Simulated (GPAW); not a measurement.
# The F K excitation threshold of LiF (Griceite, Fm-3m) under uniform strain

For each volume the threshold was computed as E(hole) − E(ground) plus the lowest empty eigenvalue of the hole cell (GPAW, PBE, 16-atom cell, total energies on 4×4×4 k points, the eigenvalue on 5×5×5, hole spin-paired). The values are raw, 10 eV above the value with the free atom's term for the hole's spin taken off; only their change is used. The threshold is the spectrum's zero, where absorption may be weak, not the visible edge.

| volume | ln(V/V₀) | threshold (eV) |
| --- | --- | --- |
| V × 0.94 | -0.06188 | 697.836 |
| V × 0.97 | -0.03046 | 697.575 |
| V × 1 | +0.00000 | ? |
| V × 1.03 | +0.02956 | 697.090 |
| V × 1.06 | +0.05827 | 696.863 |

Q: Fit a straight line in ln(V/V₀), give its slope, and predict the threshold at V × 1.

The means of the given rows are x̄ = -0.00113 and Ē = 697.341 eV. Σ(x − x̄)(E − Ē) = -0.07303 and Σ(x − x̄)² = 0.009021, so the slope is -8.10 eV, and the line passes the given rows within 0.003 eV. At x = +0.00000 it gives 697.341 + (-8.10) × (+0.00113) = 697.332 eV. The run gives 697.326 eV, a miss of +0.006 eV over a total move of -0.973 eV. The slope is the clamped-ion volume deformation potential of the lowest empty level of the hole cell on this mesh (the hole may pull it below the band edge) against the F 1s level, with the hole's relaxation included: the threshold falls by 0.081 eV for 1 % of expansion. The charged cell's image error also scales with the cell's size and isn't taken out.

[Hosts, paths, dates, database ids (printed as entryN), source tags and the programs' standing remarks are cut or masked in the printed files.]

[Lists of maxima count a maximum above −3 eV only where it reaches 4 % of the highest in the window and stands out from its surroundings by 2 % of it (1.5 % where it reaches 55 %); shoulders and weaker maxima are passed over, and of the rest the first, up to two pre-edge ones and the few strongest are named.]
